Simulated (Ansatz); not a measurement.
**How BiN (hypothetical, Fm-3m) expands on warming**

Wanted: α(T), C_P(T) and B(T) of BiN (hypothetical) in the quasi-harmonic approximation. The compound is hypothetical: it was made by swapping elements on a known structure type.

Calculated with Ansatz 0.2.0; DFT PBE, scalar-relativistic, plane waves, PAW.

This is a report of a sequence of runs, with the program logs left out and the cost of each run kept.

## 1. The system as given

The structure is cubic, space group Fm-3m (No. 225). Conventional cell: a = 4.051 Å, b = 4.051 Å, c = 4.051 Å, α = 90.00°, β = 90.00°, γ = 90.00°. Nearest to Bi lie 6 N at 2.03 Å. N has 6 Bi at 2.03 Å nearest. Farther neighbours, and contacts between anions beyond the nearest, are not listed.

## 2. Probe on a coarse mesh

A cheap single point shows whether the cell is a metal or an insulator and how far it is from rest; that sets the k-mesh and the occupations of what follows.

Contents of input.yaml:

```yaml
crystal:
  lattice:
    - [0.0, 2.02566, 2.02566]
    - [2.02566, 0.0, 2.02566]
    - [2.02566, 2.02566, 0.0]
  atoms:
    - { symbol: Bi, position: [0.0, 0.0, 0.0] }
    - { symbol: "N", position: [0.5, 0.5, 0.5] }
kpoints:
  mp_grid: { grid: [8, 8, 8] }
hamiltonian:
  xc: pbe
scf:
  occupations: { method: gaussian, width: 0.1 }
output:
  forces: true
  stress: true
  eigenvalues: true
```

On the command line:

```console
ansatz run input.yaml --threads 4 --pin off --max-ram 8192MiB --backend cpu --events-out ev --progress --plain --runs-dir out
```

Elapsed: 0.27 s, on 4 threads of Arm Neoverse V2, shared host; peak memory 0.26 GiB; 0.67 s of CPU time.

Numbers from this step:

| Item | Value |
| --- | --- |
| pressure | 410.3 GPa |
| volume per atom | 8.312 Å³ |
| gap on the k-mesh | 0.03236 eV |

The start is under 410 GPa at this level and looks like a metal on this mesh.

## 3. A loose first relaxation

The start is far from rest, so a relaxation with loose thresholds first brings it near the minimum.

Edit input.yaml of step 2 so:

```diff
@@ -18 +18,6 @@
   eigenvalues: true
+relax:
+  adjacent_minimum: "off"
+  f_tol: 0.05
+  max_steps: 80
+  cell: { stress_tol: 0.5 }
```

It took 2.9 s on 4 threads; peak memory 0.3 GiB; 8.7 s of CPU time.

Step by step:

| step | energy less that of the first step (eV) | largest force component (eV/Å) | pressure (GPa) | volume (Å³) |
| --- | --- | --- | --- | --- |
| 1 | 0.0000 | 0.0000 | 410.26 | 16.62 |
| 2 | -5.1053 | 0.0000 | 245.25 | 19.18 |
| 3 | -8.3623 | 0.0000 | 137.90 | 21.98 |
| 4 | -10.2945 | 0.0000 | 66.02 | 25.12 |
| 5 | -11.1354 | 0.0000 | 16.75 | 28.55 |
| 6 | -11.2079 | 0.0000 | -2.09 | 30.26 |
| 7 | -11.2096 | 0.0000 | -0.01 | 30.06 |
| 8* | -11.8115 | 0.0000 | 20.67 | 30.06 |
| 9 | -11.9878 | 0.0000 | 8.64 | 32.09 |
| 10 | -12.0314 | 0.0000 | 1.40 | 33.72 |
| 11 | -12.0315 | 0.0000 | 0.10 | 34.05 |
| 12* | -12.0443 | 0.0000 | 0.17 | 34.05 |

Relaxation steps marked * repeat the geometry before them on a plane-wave basis chosen anew for their cell, so energy and pressure can jump there.

Forces are held to the 48 operations that the program found; a distortion that breaks them can't arise in this run.

```
primitive cell, as run  before  after    change
                 a (Å)   2.865  3.638   +27.0 %
                 b (Å)   2.865  3.638   +27.0 %
                 c (Å)   2.865  3.638   +27.0 %
      volume (Å³/atom)    8.31  17.03  +104.9 %
```

The relaxed structure:

```xyz
2
Lattice="0.0000 2.5727 2.5727 2.5727 0.0000 2.5727 2.5727 2.5727 0.0000" Properties=species:S:1:pos:R:3 pbc="T T T"
Bi    0.0000    0.0000    0.0000
N     2.5727    2.5727    2.5727
```

Read from the output:

* pressure: 0.1733 GPa
* volume per atom: 17.03 Å³
* gap on the k-mesh: 0.5116 eV

The relaxation ends with a pressure of 0.17 GPa.

## 4. Finding the static equilibrium

Phonons are second derivatives about a minimum, so cell and atoms are relaxed first, inside the symmetry of the start.

Contents of input.yaml:

```yaml
crystal:
  lattice:
    - [0.0, 2.572653089, 2.572653089]
    - [2.572653089, 0.0, 2.572653089]
    - [2.572653089, 2.572653089, 0.0]
  atoms:
    - { symbol: Bi, position: [0.0, 0.0, 0.0] }
    - { symbol: "N", position: [0.5, 0.5, 0.5] }
kpoints:
  mp_grid: { grid: [12, 12, 12] }
hamiltonian:
  xc: pbe
scf:
  occupations: { method: gaussian, width: 0.02 }
output:
  forces: true
  stress: true
  eigenvalues: true
  write_density: true
  write_potential: true
  elf: true
  volumetric_format: npy
relax:
  adjacent_minimum: "off"
  f_tol: 0.005
  max_steps: 80
  cell: { stress_tol: 0.05 }
```

Wall time 1.2 s (4 threads); peak memory 0.34 GiB; 4 s of CPU time.

Little changed from the start: no atom moved by 0.005 Å and no cell edge by 0.1 %.

This step gave:

* pressure: 0.003536 GPa
* gap on the k-mesh: 0.1722 eV

ELF in the ac plane of the cell as run, not the conventional one, at fractional y = 0.000, with atoms of Bi within 0.2 Å of it. It is the smooth field of the valence electrons, not physical close to the nuclei.

Ten even steps from '_' (0.09) to '@' (0.45), each cell a mean:
```
..__::%%@@++::____--**@@**..
::..--%%@@**--____..==%%@@**
%%####@@@@**--..__..::++%%@@
@@@@@@@@%%**--........::==**
++######**==::..__........--
..--====--::..______..______
____........______......____
________..______..::------::
--::..__....__..::==******++
##++--..........--**%%@@@@@@
@@%%**--..____..==##@@@@%%%%
++%%@@**--..__..==##@@##--::
..--%%%%++::____--##@@##..__
%%..++@@##--____..++@@%%::..
```
Columns run along a (3.6 Å), rows up along c (3.6 Å). Atoms in or near the plane, at fractional coordinates: Bi at (0.00, 0.00).

Valence density in the ac plane of the cell as run, not the conventional one, at fractional y = 0.000, with atoms of Bi within 0.2 Å of it. It is the smooth field of the valence electrons, not physical close to the nuclei.

Ten even steps from '_' (0.1 e/Å³) to '@' (7.8 e/Å³), each cell a mean:
```
@@%%**::______________..==##
**##++--..______________..==
--==--::__________________..
__......____________________
____________________________
____________________________
____________________________
____________________________
____________________________
________________________..__
..__________________..::--::
++--..______________..--++**
%%**--______________..==##%%
@@%%++..______________--**@@
```
Columns run along a (3.6 Å), rows up along c (3.6 Å). Atoms in or near the plane, at fractional coordinates: Bi at (0.00, 0.00).

Electrostatic potential energy in the ac plane of the cell as run, not the conventional one, at fractional y = 0.000, with atoms of Bi within 0.2 Å of it. With pseudopotentials it is smooth inside the atoms' cores, unlike the true potential.

Values in eV, 14 rows by 14 columns, each cell a mean:
```
-87 -87 -73 -35  -7   6  12  14  13  10   4 -16 -50 -79
-74 -78 -68 -37 -10   4  11  14  14  13   9  -1 -22 -50
-39 -50 -46 -27  -8   4  11  13  15  14  13   8  -1 -16
 -5 -12 -15  -9  -1   6  11  13  15  15  14  13   9   4
  7   3   1   2   5   9  12  14  15  15  15  14  13  10
 12  11   9   9  10  11  13  14  15  15  15  15  14  13
 14  14  13  13  13  13  14  14  14  14  13  13  14  14
 13  14  14  14  15  15  14  14  13  12  11  11  11  12
 10  12  14  15  15  15  15  13  11   9   6   4   4   6
  1   7  11  14  15  15  15  13  10   5  -1  -8 -10  -7
-19  -5   5  11  14  15  14  13   9   2  -9 -27 -37 -35
-61 -36 -10   5  11  14  14  13   9   1 -15 -46 -68 -73
-84 -69 -36  -5   7  12  14  14  11   3 -12 -50 -78 -87
-87 -84 -61 -19   1  10  13  14  12   7  -5 -39 -74 -87
```
Columns run along a (3.6 Å; values clipped at the 3rd and 97th percentile), rows up along c (3.6 Å). Atoms in or near the plane, at fractional coordinates: Bi at (0.00, 0.00).

## 5. Relaxing to small residual forces and stress

The thresholds are tightened for a last relaxation ahead of the phonons.

input.yaml, the sections that differ from step 4:

```yaml
output:
  forces: true
  stress: true
  eigenvalues: true
relax:
  adjacent_minimum: "off"
  f_tol: 0.001
  max_steps: 60
  cell: { stress_tol: 0.01 }
# crystal, kpoints, hamiltonian, scf: as in step 4
```

Run time: 1.1 s. Hardware: 4 threads; peak memory 0.34 GiB.

Little changed from the start: no atom moved by 0.005 Å and no cell edge by 0.1 %.

The residual pressure is 0.0035 GPa, small enough for phonons.

## 6. Phonons on strained cells, q-mesh 2×2×2

The study relaxes the crystal at several strains, solves the phonons on some of them and minimises energy plus vibrational free energy at each temperature; the q-mesh sets how far the force constants reach.

input.yaml, the sections that differ from step 5:

```yaml
output:
  eigenvalues: true
phonons:
  method: dfpt
  qmesh: [2, 2, 2]
  temperatures: { t_max: 1200.0, t_step: 50 }
  thermal_expansion: {}
# crystal, kpoints, hamiltonian, scf: as in step 5
# relax: removed
```

Elapsed: 73 s, on 4 threads; peak memory 1 GiB.

The run ended with an error.

The program's message: “vibrations stand at or below zero in cell 4 (1.500 modes a cell, the lowest at -220.8 cm⁻¹): the crystal is at no minimum there, or its k-points are too few: type the crystal that it becomes, another …”

## 7. The quasi-harmonic study, q-mesh 4×4×4

Thermal expansion follows from how the phonon free energy changes with strain, so the program makes strained cells, their phonons and a fit in one run.

Edit input.yaml of step 6 so:

```diff
@@ -18,3 +18,3 @@
   method: dfpt
-  qmesh: [2, 2, 2]
+  qmesh: [4, 4, 4]
   temperatures: { t_max: 1200.0, t_step: 50 }
```

Elapsed: 4.9 min, on 4 threads; peak memory 2.6 GiB.

The run ended with an error.

The program's message: “vibrations stand at or below zero in cell 4 (0.750 modes a cell, the lowest at -220.8 cm⁻¹): the crystal is at no minimum there, or its k-points are too few: type the crystal that it becomes, another …”

## 8. Phonons of the refused cell

The study refused this cell, so its phonons are run alone to see which modes are imaginary.

input.yaml, the sections that differ from step 7:

```yaml
phonons:
  method: dfpt
  qmesh: [4, 4, 4]
  temperatures: { t_max: 1000, t_step: 50 }
  qpath:
    path:
      - [[0.0, 0.0, 0.0], [0.5, 0.0, 0.5], [0.625, 0.25, 0.625]]
      - [[0.375, 0.375, 0.75], [0.0, 0.0, 0.0], [0.5, 0.5, 0.5], [0.5, 0.25, 0.75], [0.5, 0.0, 0.5]]
    npoints: 10
# crystal, kpoints, hamiltonian, scf, output: as in step 7
```

Run time: 2.7 min. Hardware: 4 threads; peak memory 2.2 GiB; 10 min of CPU time.

This step gave:

* Γ frequencies: -220.3, -220.3, -220.3, 0, 0, 0 cm⁻¹ (negative: imaginary)
* lowest frequency on the path: -220.4 cm⁻¹
* point group: m-3m
* highest frequency: 400.3 cm⁻¹

No LO-TO term. The phonon branches at the labelled points (cm⁻¹):

```csv
point,branch 1,branch 2,branch 3,branch 4,branch 5,branch 6
Γ,-220,-220,-220,0,0,0
halfway,-144,-144,68,68,102,313
X,-164,-164,-164,94,94,151
halfway,-147,-96,-24,111,129,153
U,-126,51,106,148,209,266
jump to K,-126,51,106,148,209,266
halfway,-64,34,104,115,271,365
Γ,-220,-220,-220,0,0,0
halfway,29,29,107,234,234,352
L,55,55,154,315,315,392
halfway,56,67,137,212,255,358
W,-136,-136,93,126,126,307
halfway,-143,-121,75,117,149,210
X,-164,-164,-164,94,94,151
```

The phonon density of states has structure finer than the step of the table below, so its rows give means over 25 cm⁻¹. Peaks (cm⁻¹: height): 57.5: 0.0588, 127.5: 0.0378.

Tetrahedra on 24 24 24, mean over bins of 5 cm⁻¹. The phonon density of states by wavenumber; means over each step:

wavenumber (cm⁻¹), phonon density of states (1/cm⁻¹/cell) and a bar:
```
     -200     0.0002 
     -175     0.0004 
     -150     0.0023 ##
     -125     0.0078 #######
     -100     0.0085 #######
      -75     0.0063 #####
      -50     0.0048 ####
      -25     0.0042 ####
        0     0.0043 ####
       25     0.0079 #######
       50     0.0339 ##############################
       75     0.0100 #########
      100     0.0183 ################
      125     0.0319 ############################
      150     0.0180 ################
      175     0.0079 #######
      200     0.0073 ######
      225     0.0076 #######
      250     0.0086 #######
      275     0.0105 #########
      300     0.0118 ##########
      325     0.0087 ########
      350     0.0093 ########
      375     0.0077 #######
```

No LO-TO term. Modes at Γ, with each element's share of the kinetic energy (negative means imaginary):

| mode | frequency (cm⁻¹) | symmetry | Bi % | N % |
| --- | --- | --- | --- | --- |
| 1 | -220.4 | T1u | 6 | 94 |
| 2 | -220.4 | T1u | 6 | 94 |
| 3 | -220.4 | T1u | 6 | 94 |
| 4 | 0.0 | T1u | 94 | 6 |
| 5 | 0.0 | T1u | 94 | 6 |
| 6 | 0.0 | T1u | 94 | 6 |

Displacements in mode 3 (-220.4 cm⁻¹), the largest set to 1:
```
Bi1  0.00 -0.01 -0.07
N2   0.00  0.18  1.00
```

The modes has structure finer than the step of the table below, so its rows give means over 20 cm⁻¹. Peaks (cm⁻¹: height): Bi 57.0: 0.0472, 126.8: 0.0274; N -115.4: 0.00656, 130.9: 0.00999, 163.7: 0.00907, 196.5: 0.00914, 307.4: 0.0121, 352.5: 0.0100.

Phonopy on the run's constants, 19x19x19 mesh, Gaussian sigma 4.7 cm⁻¹. Modes against wavenumber; means over each step; values in 1/cm⁻¹/cell:

| wavenumber (cm⁻¹) | Bi | N |
| --- | --- | --- |
| -220 | 9.8e-7 | 4.4e-5 |
| -200 | 1.5e-5 | 2.1e-4 |
| -180 | 4.3e-5 | 3.7e-4 |
| -160 | 2.5e-4 | 1.0e-3 |
| -140 | 0.00130 | 0.00361 |
| -120 | 0.00287 | 0.00607 |
| -100 | 0.00314 | 0.00479 |
| -80 | 0.00355 | 0.00367 |
| -60 | 0.00338 | 0.00197 |
| -40 | 0.00341 | 0.00104 |
| -20 | 0.00212 | 2.9e-4 |
| 0 | 0.00168 | 2.3e-4 |
| 20 | 0.00617 | 6.8e-4 |
| 40 | 0.0194 | 6.7e-4 |
| 60 | 0.0334 | 0.00107 |
| 80 | 0.00756 | 0.00155 |
| 100 | 0.0143 | 0.00389 |
| 120 | 0.0236 | 0.00691 |
| 140 | 0.0183 | 0.00767 |
| 160 | 0.00407 | 0.00782 |
| 180 | 5.3e-4 | 0.00601 |
| 200 | 2.6e-4 | 0.00781 |
| 220 | 1.2e-4 | 0.00643 |
| 240 | 6.8e-5 | 0.00842 |
| 260 | 5.8e-5 | 0.00893 |
| 280 | 4.6e-5 | 0.0109 |
| 300 | 4.6e-5 | 0.0118 |
| 320 | 5.8e-5 | 0.00956 |
| 340 | 6.2e-5 | 0.00867 |
| 360 | 8.1e-5 | 0.00925 |
| 380 | 7.0e-5 | 0.00676 |
| 400 | 2.5e-5 | 0.00191 |

The lowest solved frequency is -220 cm⁻¹, so the cell is unstable here and gives no valid free energy.

## 9. Outcome

- lowest frequency at the solved wavevectors: -220 cm⁻¹

What this shows: With imaginary harmonic modes at the relaxed cell the quasi-harmonic free energy is undefined, so no expansion is obtained for this phase at this level. The softest solved mode is 220i cm⁻¹ at q = (0, 0, 0), and 5 of 8 solved wavevectors carry a mode beyond 8i cm⁻¹. The program warned that a few bands missed the eigensolver's threshold in at least one of the runs.

[Long decimals in the printed logs are rounded to 6 places.]

[Logs are printed without paths, hosts, clocks, repeated set-up lines and the standing remarks that a program may print on its own settings, such as how far it seeks lower states.]

[Hosts, paths, dates, database ids (printed as entryN), source tags and the programs' standing remarks are cut or masked in the printed files.]

[Where the starting crystal was built by hand or by swapping elements, it need not be the compound's stable phase.]

[A step with changed settings may run another functional than the one named; its input shows which.]

[Pressures of single members of a volume series are the stress at the run's cutoff; with an incomplete basis they can lie off −dE/dV of the same runs, and they are not shown converged.]
